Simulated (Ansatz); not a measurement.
The compound is MoBr2 (1T sheet).

The cell holds 3 atoms: 1 Mo and 2 Br. Cell: a = 3.298 Å, b = 3.298 Å, c = 30.253 Å, α = 90.0°, β = 90.0°, γ = 120.0°. Vacuum lies along c.

```
Mo Br
1.0
     0.00000    2.33236    2.33236
     2.33236   -2.33236    0.00000
    17.46662   17.46662  -17.46662
Mo Br
1 2
Direct
  0.00000 0.00000 0.31776
  0.33333 0.66667 0.37605
  0.66667 0.33333 0.25947
```

The structure was relaxed with PBEsol. The structure was generated from a model, not taken from a measurement. The runs that relaxed it are not among those shown. The program's search for lower electronic states was switched off, so nothing shows that the state found is the lowest. PAW set soft_2, made with PBE.

A constrained-RPA run (Ansatz 0.2.0; non-magnetic PBEsol; Mo t2g, bands v2 to c1, 6×6×1 mesh, medium accuracy) builds 3 functions on bands 3.8 eV wide, with 4.0 electrons in the window. The bare on-site interaction is 9.9 eV and the bare J 0.35 eV.

Question: What U and J survive the screening?

On the Mo t2g shell, U = 2.37 eV (24 % of the bare value), U′ = 1.87 eV, J = 0.23 eV.

The parent state is non-magnetic and the interaction static (zero frequency); U depends on the window and the orbitals, so it belongs to this model alone.

[Paths, hosts, dates, memory and timing lines, banners, echoed tables and standing remarks are left out of the program output.]

[Logs are printed without paths, hosts, clocks, repeated set-up lines and the standing remarks that a program may print on its own settings, such as how far it seeks lower states.]

[Runs of the session that timed out or met a known fault of the program may be left out.]

[Hosts, paths, dates, database ids (printed as entryN), source tags and the programs' standing remarks are cut or masked in the printed files.]
